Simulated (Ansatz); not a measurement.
# ZnIn2 (built on the sites of a database entry of MgB2): phonons and vibrational spectra

Wanted: vibrations and spectra of ZnIn2 (built on the sites of a database entry of MgB2); the cell is already relaxed. After the zone centre comes a 1×1×2 q mesh on a 12×12×16 k mesh.

Program: Ansatz 0.2.0. Level of theory: DFT PBEsol, scalar-relativistic, plane waves, norm-conserving pseudopotentials. Results are calculated unless marked as measured.

The structure was built from a prototype and need not be the compound's stable phase.

## 1. The structure

The structure is hexagonal, space group P6/mmm (No. 191). The conventional cell has a = 5.149 Å, b = 5.149 Å, c = 2.990 Å, α = 90.00°, β = 90.00°, γ = 120.00°. Nearest to Zn lie 2 Zn at 2.99 Å and 12 In at 3.33 Å. Nearest to In lie 5 In at 2.97 to 2.99 Å and 6 Zn at 3.33 Å. Farther neighbours are not listed.

## 2. Linear response at the zone centre

The cell comes from relaxations at this level that are not shown. The zone centre comes first: it holds the modes that light can see, as far as symmetry allows. No field response is asked, since the mesh shows no gap.

File input.yaml:

```yaml
crystal:
  lattice:
    - [5.149492037, 4.0657e-06, 0.0]
    - [-2.5747495395, 4.4595888878, 0.0]
    - [0.0, 0.0, 2.9900494017]
  atoms:
    - { symbol: Zn, position: [0.0, 0.0, 0.0] }
    - { symbol: In, position: [0.3333333333, 0.6666666667, 0.5] }
    - { symbol: In, position: [0.6666666667, 0.3333333333, 0.5] }
kpoints:
  mp_grid: { grid: [12, 12, 16] }
hamiltonian:
  xc: pbesol
  pseudopotentials: { kind: nc }
scf:
  occupations: { method: methfessel_paxton, width: 0.2 }
output:
  eigenvalues: true
phonons:
  method: dfpt
```

On the command line:

```console
> ansatz run input.yaml --threads 8 --pin off --max-ram 14336MiB --backend cpu --events-out ev --progress --plain --runs-dir out
```

Then come: response at finite wavevector; isotope substitution, element In, natural mass 114.818 amu; isotope substitution, element Zn, natural mass 65.38 amu. Settings of the main run: cutoff 1142.88 eV, 12×12×16 k-mesh, 1×1×2 q-mesh, Methfessel-Paxton occupations, smearing width 0.2 eV.

**Question.** What will these runs give for the highest optical mode at the zone centre?

Modes are clearly imaginary (beyond 10i cm⁻¹) at 2 of the 2 irreducible wavevectors, most at Γ (35.4i cm⁻¹), so this structure is not a minimum of the energy. The optical modes at Γ span -35 to 123 cm⁻¹ (negative means imaginary). The highest mode in this list at Γ, 122.5 cm⁻¹, is mostly motion of In (100 % of the kinetic energy).

| Item | Value |
| --- | --- |
| volume per atom | 22.9 Å³ |
| electronic character | no gap on this mesh |
| highest optical mode at the zone centre (no LO-TO term) | 123 cm⁻¹ |
| lowest optical zone-centre mode | -35.4 cm⁻¹ |
| lowest mode on the q mesh (acoustic modes at Γ apart) | -35.4 cm⁻¹ |
| imaginary modes on the 1×1×2 q mesh | yes |

The q mesh is too sparse to interpolate, so only the solved wavevectors are given. With no gap, or one that is small against the smearing, the frequencies hang on the k mesh and the smearing, most of all near Kohn anomalies. A phonon run warned that its eigensolver left some bands unconverged in a pass. The starting cell was built on a prototype and not taken from a measurement, so the phase need not exist. These are harmonic frequencies at zero temperature: anharmonic shifts, linewidths and thermal expansion are left out.

[Logs are printed without paths, hosts, clocks, repeated set-up lines and the standing remarks that a program may print on its own settings, such as how far it seeks lower states.]

[Hosts, paths, dates, database ids (printed as entryN), source tags and the programs' standing remarks are cut or masked in the printed files.]
